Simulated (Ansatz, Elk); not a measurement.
**Bonding as seen by X-rays: YMg2Si2**

Structure refinements treat a crystal as free atoms side by side. For a made-up structure of YMg2Si2 (cell and positions from a PBE relaxation) the runs below show what the calculated density changes in F(hkl).

Method: DFT, PBE, all-electron APW+lo, Dirac cores, scalar-relativistic bands, static density, no spin, in Elk 11.2.3 (patched build).

The structure was built from a prototype and need not be the compound's stable phase.

### Step 1. Set-up

The structure is tetragonal, space group I4/mmm (No. 139). Conventional cell: a = 4.181 Å, b = 4.181 Å, c = 11.580 Å, α = 90.00°, β = 90.00°, γ = 90.00°. Y has 8 Si at 3.18 Å nearest. Si has 1 Si at 2.35 Å and 4 Mg at 2.71 Å and 4 Y at 3.18 Å nearest. Nearest to Mg lie 4 Si at 2.71 Å and 4 Mg at 2.96 Å. Farther neighbours are not listed.

### Step 2. Ground state and structure factors

An all-electron density is needed, since X-rays see the cores too. Task 0 finds the density and task 195 Fourier-transforms it; tshift is off so that phases refer to the origin typed.

elk.in

```
tasks
  0
  195

xctype
  20

spinpol
  .false.

rgkmax
  7.0

gmaxvr
  14.0

lmaxo
  7

lmaxapw
  8

swidth
  0.002

tshift
  .false.

ramdisk
  .false.

hmaxvr
  5.5

maxscl
  120

epspot
  1e-06

sppath
  './'

avec
  -3.95083092504 3.95083092504 10.94150205979
  3.95083092504 -3.95083092504 10.94150205979
  3.95083092504 3.95083092504 -10.94150205979

atoms
  3
  'Y.in'
  1
  -0.0000000000 -0.0000000000 0.0000000000   0.000000 0.000000 0.000000
  'Si.in'
  2
  0.6013977425 0.6013977425 0.0000000000   0.000000 0.000000 0.000000
  0.3986022575 0.3986022575 0.0000000000   0.000000 0.000000 0.000000
  'Mg.in'
  2
  0.2500000000 0.7500000000 0.5000000000   0.000000 0.000000 0.000000
  0.7500000000 0.2500000000 0.5000000000   0.000000 0.000000 0.000000

ngridk
  8 8 8
```

Started as:

```bash
$ OMP_NUM_THREADS=4 elk
```

Numbers of over 12 decimals in the logs are rounded to 6 here.

What it wrote:

```text
┌─────────────────────────┐
│ Elk code version 11.2.3 │
└─────────────────────────┘

All units are atomic (Hartree, Bohr, etc.)

┌─────────────────────────────────────────────────┐
│ Ground-state run starting from atomic densities │
└─────────────────────────────────────────────────┘

Lattice vectors :
  -3.950830925       3.950830925       10.94150206
   3.950830925      -3.950830925       10.94150206
   3.950830925       3.950830925      -10.94150206

Reciprocal lattice vectors :
 -0.9518299255E-17  0.7951726392      0.2871262681
  0.7951726392     -0.9518299255E-17  0.2871262681
  0.7951726392      0.7951726392      0.7858648772E-17

Unit cell volume      :    683.1464673
Brillouin zone volume :   0.3630996065

Muffin-tin inner radius fraction :   0.1000000000E-01

Nuclei treated as point charges

Species : 1 (Y)
 parameters loaded from : Y.in
 name : yttrium
 nuclear charge    :   -39.00000000
 electronic charge :    39.00000000
 atomic mass :    162065.4503
 muffin-tin radius :    2.600000000
 number of radial points in muffin-tin :   1193
 inner part over the whole radius :   0.9871815862E-02
 number on inner part of muffin-tin    :    847
 approximate nuclear radius :   0.8135895711E-04
 number of mesh points to nuclear radius :    416
 atomic positions (lattice), magnetic fields (Cartesian) :
  1 :   0.00000000  0.00000000  0.00000000    0.00000000  0.00000000  0.00000000

Species : 2 (Si)
 parameters loaded from : Si.in
 name : silicon
 nuclear charge    :   -14.00000000
 electronic charge :    14.00000000
 atomic mass :    51196.73458
 muffin-tin radius :    2.193887217
 number of radial points in muffin-tin :    793
 inner part over the whole radius :   0.9907982675E-02
 number on inner part of muffin-tin    :    553
 approximate nuclear radius :   0.5963282101E-04
 number of mesh points to nuclear radius :    246
 atomic positions (lattice), magnetic fields (Cartesian) :
  1 :  -0.39860226 -0.39860226  0.00000000    0.00000000  0.00000000  0.00000000
  2 :   0.39860226  0.39860226  0.00000000    0.00000000  0.00000000  0.00000000

Species : 3 (Mg)
 parameters loaded from : Mg.in
 name : magnesium
 nuclear charge    :   -12.00000000
 electronic charge :    12.00000000
 atomic mass :    44305.30466
 muffin-tin radius :    2.200000000
 number of radial points in muffin-tin :    793
 inner part over the whole radius :   0.9941530515E-02
 number on inner part of muffin-tin    :    552
 approximate nuclear radius :   0.5710277704E-04
 number of mesh points to nuclear radius :    241
 atomic positions (lattice), magnetic fields (Cartesian) :
  1 :   0.25000000 -0.25000000  0.50000000    0.00000000  0.00000000  0.00000000
  2 :  -0.25000000  0.25000000  0.50000000    0.00000000  0.00000000  0.00000000

Total number of atoms per unit cell :    5
Total muffin-tin volume :    251.2896191
 ratio of muffin-tin to unit cell volume :   0.3678414969

Spin treatment :
 spin-unpolarised

Number of Bravais lattice symmetries :   16
Number of crystal symmetries         :   16
Crystal has inversion symmetry
Real symmetric eigensolver will be used

k-point grid :      8     8     8
k-point offset :    0.000000000       0.000000000       0.000000000
k-point set is reduced with full crystal symmetry group
Total number of k-points :       59

Muffin-tin radius times maximum |G+k| :    7.000000000
 using average radius
Maximum |G+k| for APW functions       :    3.073471485
Maximum (1/2)|G+k|²                   :    4.723113485
Maximum |G| for potential and density :    14.00000000
Constant for pseudocharge density :    9
 order of it for each species :   16  16  16
 order of it for pair densities of each species (exact exchange by exxq0 0: 17) :   13   9   9
Radial integration step length :    1

G-vector grid sizes :     56    56    56
Number of G-vectors :    31601

Maximum angular momentum used for
 APW functions            :    8
 outer part of muffin-tin :    7
 inner part of muffin-tin :    2

Total nuclear charge    :   -91.00000000
[...]
correlation                 :     -3.984060
 electron entropic           :    -0.81107593773486E-03
 total energy                :     -4368.1459820505

Density of states at Fermi energy :    63.56120545
 (states/Hartree/unit cell)

Estimated indirect band gap :   0.1096265506E-02
 from k-point 28 to k-point 2
Estimated direct band gap   :   0.1012126609E-01
 at k-point 55

Charges :
 core                        :    52.00000000
 valence                     :    39.00000000
 interstitial                :    8.647374420
 muffin-tins (core leakage)
  species : 1 (Y)
   atom 1                    :    36.54056888     (  0.8800996348E-05)
  species : 2 (Si)
[...]
species : 3 (Mg)
[...]
total in muffin-tins        :    82.35262558
 total calculated charge     :    90.99713497
 total charge                :    91.00000000
 error                       :   0.2865027181E-02

RMS change in Kohn-Sham potential (target) :   0.5723970912     (  0.1000000000E-05)
Absolute change in total energy (target)   :   0.8651921082     (  0.1000000000E-03)

[... loops 3 to 13 left out ...]

┌──────────────────┐
│ Loop number : 14 │
└──────────────────┘

Energies :
 Fermi                       :     0.235060
 sum of occupied eigenvalues :     -2527.6574389600
 electron kinetic            :      4475.5762928342
 core electron kinetic       :      4276.6332054381
 Coulomb                     :     -8657.6530127398
 Coulomb potential           :     -6763.8404213408
 nuclear-nuclear             :     -537.31382457704
 electron-nuclear            :     -9487.0074515557
 Hartree                     :      1366.6682633930
 Madelung                    :     -5275.7328020694
 xc potential                :     -239.39331045347
 exchange                    :     -180.45460701577
 correlation                 :     -3.990694
 electron entropic           :    -0.77033703117400E-03
 total energy                :     -4366.5227915761

Density of states at Fermi energy :    58.48868273
 (states/Hartree/unit cell)

Estimated indirect band gap :   0.9948655575E-03
 from k-point 23 to k-point 21
Estimated direct band gap   :   0.2906874564E-02
 at k-point 59

Charges :
 core                        :    52.00000000
 valence                     :    39.00000000
 interstitial                :    8.732986238
 muffin-tins (core leakage)
  species : 1 (Y)
[...]
species : 2 (Si)
[...]
species : 3 (Mg)
[...]
total in muffin-tins        :    82.26701376
 total calculated charge     :    90.99715721
 total charge                :    91.00000000
 error                       :   0.2842786768E-02

RMS change in Kohn-Sham potential (target) :   0.1231487584E-06 (  0.1000000000E-05)
Absolute change in total energy (target)   :   0.5713590417E-04 (  0.1000000000E-03)

Convergence targets achieved

┌──────────────────┐
│ Loop number : 15 │
└──────────────────┘

Energies :
 Fermi                       :     0.235060
 sum of occupied eigenvalues :     -2527.6574356149
 electron kinetic            :      4475.5762961186
 core electron kinetic       :      4276.6332085921
 Coulomb                     :     -8657.6530127802
 Coulomb potential           :     -6763.8404229758
 nuclear-nuclear             :     -537.31382457704
 electron-nuclear            :     -9487.0074498863
 Hartree                     :      1366.6682616832
 Madelung                    :     -5275.7328012923
 xc potential                :     -239.39330875777
 exchange                    :     -180.45460691698
 correlation                 :     -3.990694
 electron entropic           :    -0.77033709622920E-03
 total energy                :     -4366.5227882293

Density of states at Fermi energy :    58.48869241
 (states/Hartree/unit cell)

Estimated indirect band gap :   0.9948770775E-03
 from k-point 23 to k-point 21
Estimated direct band gap   :   0.2906882662E-02
 at k-point 59

Charges :
 core                        :    52.00000000
 valence                     :    39.00000000
 interstitial                :    8.732986370
 muffin-tins (core leakage)
  species : 1 (Y)
[...]
species : 2 (Si)
[...]
atom 2                    :    12.22013204     (  0.1389153686E-02)
  species : 3 (Mg)
   atom 1                    :    10.54889980     ( -0.9828258918E-07)
   atom 2                    :    10.54889980     ( -0.9828258918E-07)
 total in muffin-tins        :    82.26701363
 total calculated charge     :    90.99715721
 total charge                :    91.00000000
 error                       :   0.2842786863E-02

┌──────────────────────────────┐
│ Self-consistent loop stopped │
└──────────────────────────────┘

Warning : core states of species 2 leak from the muffin-tin :   0.1389153686E-02

Wrote STATE.OUT
```

Run time: 35 s. Hardware: 4 threads of Arm Neoverse V2, shared host; peak memory 0.21 GiB.

SFACRHO.OUT:

```text

h k l indices transformed by vhmat matrix:
   1.000000000       0.000000000       0.000000000    
   0.000000000       1.000000000       0.000000000    
   0.000000000       0.000000000       1.000000000    

      h      k      l  multipl.   |H|            Re(F)            Im(F)           |F|

      0      0      0      1   0.0000000       90.999999     -0.23919630E-16   90.999999    
      1      1     -1      2  0.57425254       21.990624     -0.23180186E-14   21.990624    
     -1      0      0      8  0.84542357       15.456887      -0.0000000       15.456887    
      1     -1      0      4   1.1245439       34.464279     -0.37856882E-17   34.464279    
     -2     -2      2      2   1.1485051       32.676514     -0.43230445E-14   32.676514    
      1      2     -2      8   1.1722939       38.529228      -0.0000000       38.529228    
     -2      0      1      8   1.2626817       54.453417     -0.76407530E-15   54.453417    
      1     -1     -1      4   1.5903453       63.082266      0.23163782E-14   63.082266    
     -2     -2      1      8   1.6073777      -2.1770455     -0.52275249E-14   2.1770455    
      2      3     -2      8   1.6411389       46.235356      -0.0000000       46.235356    
      2      0     -2      8   1.6908471       17.470148     -0.39221455E-14   17.470148    
     -3     -3      3      2   1.7227576      -1.0396904      0.70214882E-14   1.0396904    
      0     -1      2     16   1.8010939       14.026242      -0.0000000       14.026242    
     -1     -3      1      8   1.9616988       28.111867     -0.61835725E-14   28.111867    
     -2     -1      3     16   1.9757204       32.038660      0.11850702E-14   32.038660    
      3      3     -2      8   2.0573023       28.281430      0.16588944E-13   28.281430    
     -4     -3      4      8   2.1614654       29.457008      -0.0000000       29.457008    
      0      0     -2      4   2.2490879       54.634664      0.37176724E-14   54.634664
```

Elk indexes on the primitive cell of elk.in and gives |H| = 4π sin θ/λ in inverse bohr. Below, one row stands for each form hkl of the conventional cell (m members, Friedel mates merged), F is for one primitive cell and the density is static (no thermal factor). Free-atom factors are Waasmaier and Kirfel's, and R is Σm||F|−|F'||/Σm|F|.

```
hkl   m  sin θ/λ (Å⁻¹)  abs F, DFT  neutral atoms   diff.
002   2          0.086      21.991         21.860  +0.130
101   8          0.127      15.457         15.706  -0.249
110   4          0.169      34.464         34.257  +0.207
004   2          0.173      32.676         33.146  -0.470
103   8          0.176      38.529         38.470  +0.059
112   8          0.190      54.453         54.616  -0.162
200   4          0.239      63.082         63.428  -0.345
114   8          0.242       2.177          2.402  -0.225
105   8          0.247      46.235         46.433  -0.198
202   8          0.254      17.470         17.427  +0.043
006   2          0.259       1.040          1.366  -0.326
211  16          0.271      14.026         13.851  +0.175
204   8          0.295      28.112         27.953  +0.159
213  16          0.297      32.039         32.118  -0.079
```

### Step 3. The highest occupied states alone

An energy window below the Fermi level keeps the highest occupied states, to see at which angles they scatter; shallow core shells can lie inside it and anion s states outside. No new self-consistency is needed.

elk.in, as its differences from that of step 2:

```diff
@@ -1,3 +1,2 @@
 tasks
-  0
   195
@@ -40,2 +39,5 @@
 
+wsfac
+  -0.205930 0.535060
+
 sppath
```

Started as:

```bash
$ OMP_NUM_THREADS=4 elk
```

What it wrote:

```text
┌─────────────────────────────────┐
│ Elk code version 11.2.3 started │
└─────────────────────────────────┘

Info(readinput): the functional depends on the density's gradient
 muffin-tin radial points multiplied by    2.00000
 (not where nrmtscf is given)

┌────────────────────┐
│ Current task : 195 │
└────────────────────┘
Info(checkmt): changed muffin-tin radius of species 2 (Si) from   2.2000 to   2.1939

Info(sfacrho): density structure factors written to SFACRHO.OUT

 Energy window :  -0.2059300000      0.5350600000

┌──────────────────┐
│ Elk code stopped │
└──────────────────┘
```

It took 9.8 s on 4 threads; peak memory 0.16 GiB.

States within 12 eV below the Fermi level hold 15.00 electrons; any levels below the window count with the cores. Their amplitudes can exceed the total, where window and core parts have opposite phase:

```
hkl  sin θ/λ (Å⁻¹)  abs F, window  abs F, all
002          0.086          0.957      21.991
101          0.127          2.477      15.457
110          0.169          1.932      34.464
004          0.173          1.490      32.676
103          0.176          0.747      38.529
112          0.190          0.421      54.453
200          0.239          0.004      63.082
114          0.242          0.093       2.177
105          0.247          0.105      46.235
202          0.254          0.210      17.470
```

### Step 4. Another functional

The difference from free atoms is small, so it is set against the change that LDA (Perdew-Wang) makes.

elk.in, as its differences from that of step 3:

```diff
@@ -1,2 +1,3 @@
 tasks
+  0
   195
@@ -4,3 +5,3 @@
 xctype
-  20
+  3
 
@@ -39,5 +40,2 @@
 
-wsfac
-  -0.205930 0.535060
-
 sppath
```

Started as:

```bash
$ OMP_NUM_THREADS=4 elk
```

What it wrote:

```text
┌─────────────────────────┐
│ Elk code version 11.2.3 │
└─────────────────────────┘

All units are atomic (Hartree, Bohr, etc.)

┌─────────────────────────────────────────────────┐
│ Ground-state run starting from atomic densities │
└─────────────────────────────────────────────────┘

Lattice vectors :
  -3.950830925       3.950830925       10.94150206
   3.950830925      -3.950830925       10.94150206
   3.950830925       3.950830925      -10.94150206

Reciprocal lattice vectors :
 -0.9518299255E-17  0.7951726392      0.2871262681
[...]
species : 1 (Y)
[...]
species : 2 (Si)
[...]
species : 3 (Mg)
   atom 1                    :    10.56317118     ( -0.1573064651E-05)
   atom 2                    :    10.56317118     ( -0.1573064651E-05)
 total in muffin-tins        :    82.33211217
 total calculated charge     :    90.99710727
 total charge                :    91.00000000
 error                       :   0.2892726446E-02

┌──────────────────────────────┐
│ Self-consistent loop stopped │
└──────────────────────────────┘

Warning : core states of species 2 leak from the muffin-tin :   0.1414631235E-02

Wrote STATE.OUT
[key lines of the parts left out:]
total energy                :     -4359.1242682634
```

Wall time 24 s (4 threads); peak memory 0.17 GiB; 75 s of CPU time.

Against the first run R = 0.09 %; the largest change is -0.054 at 1 1 10.

### Step 5. Basis size

The basis and the expansions that go with it are enlarged, to see whether the differences are converged.

elk.in, as its differences from that of step 4:

```diff
@@ -5,3 +5,3 @@
 xctype
-  3
+  20
 
@@ -11,12 +11,12 @@
 rgkmax
-  7.0
+  8.5
 
 gmaxvr
-  14.0
+  18.0
 
 lmaxo
-  7
+  9
 
 lmaxapw
-  8
+  10
```

Started as:

```bash
$ OMP_NUM_THREADS=4 elk
```

What it wrote:

```text
┌─────────────────────────┐
│ Elk code version 11.2.3 │
└─────────────────────────┘

All units are atomic (Hartree, Bohr, etc.)

┌─────────────────────────────────────────────────┐
│ Ground-state run starting from atomic densities │
└─────────────────────────────────────────────────┘

Lattice vectors :
  -3.950830925       3.950830925       10.94150206
   3.950830925      -3.950830925       10.94150206
   3.950830925       3.950830925      -10.94150206

Reciprocal lattice vectors :
 -0.9518299255E-17  0.7951726392      0.2871262681
[...]
species : 1 (Y)
[...]
species : 2 (Si)
[...]
species : 3 (Mg)
   atom 1                    :    10.54957345     ( -0.9828258518E-07)
   atom 2                    :    10.54957345     ( -0.9828258518E-07)
 total in muffin-tins        :    82.27100338
 total calculated charge     :    90.99720680
 total charge                :    91.00000000
 error                       :   0.2793201457E-02

┌──────────────────────────────┐
│ Self-consistent loop stopped │
└──────────────────────────────┘

Warning : core states of species 2 leak from the muffin-tin :   0.1389395506E-02

Wrote STATE.OUT
[key lines of the parts left out:]
total energy                :     -4366.5253351314
```

Run time: 1.7 min. Hardware: 4 threads; peak memory 0.43 GiB.

Against the first run R = 0.00 %; the largest change is -0.003 at 400.

### Step 6. Settings against the effect

```
                              run  R against the first run (%)  R against neutral atoms, low angle (%)  wall time
                    PBE, rgkmax 7                         0.00                                    0.59       35 s
                LDA (Perdew-Wang)                         0.09                                    0.57       24 s
rgkmax 8.5 with larger expansions                         0.00                                    0.59    1.7 min
```

### Step 7. What came out

| Quantity | Value |
| --- | --- |
| R against neutral atoms, sin θ/λ < 0.3 Å⁻¹ | 0.59 % |
| R against neutral atoms, 0.3 to 0.78 Å⁻¹ | 0.16 % |

What this shows: Independent neutral atoms miss the calculated amplitudes by R = 0.59 % below 0.3 Å⁻¹ and 0.16 % from there to 0.78 Å⁻¹; by shells, 1.34 % below 0.15 Å⁻¹ (2 forms), 0.54 % 0.15 to 0.3 (12 forms), 0.13 % 0.3 to 0.45 (21 forms), 0.16 % above 0.45 (114 forms). Bonding, aspherical density and the tables' own atoms all enter these figures, and the runs don't part them. The largest change of an amplitude is -0.47 electrons, at 004. Weak lines can change much in proportion: 006 goes from 1.37 to 1.04. The window's part falls from 15.0 electrons at the origin to at most 0.24 between 0.45 and 0.78 Å⁻¹. Below 0.3 Å⁻¹ the changes that finished (LDA (Perdew-Wang) and rgkmax 8.5 with larger expansions) move F by R = 0.04 % at most, against the 0.59 % that separates it from free atoms. The k-mesh has no finished test. Part of the difference isn't bonding: the tables are fits to free atoms and ions calculated by other methods than this functional. Thermal motion, anomalous dispersion and extinction are left out.

[Logs are printed without paths, hosts, clocks, repeated set-up lines and the standing remarks that a program may print on its own settings, such as how far it seeks lower states.]

[Hosts, paths, dates, database ids (printed as entryN), source tags and the programs' standing remarks are cut or masked in the printed files.]
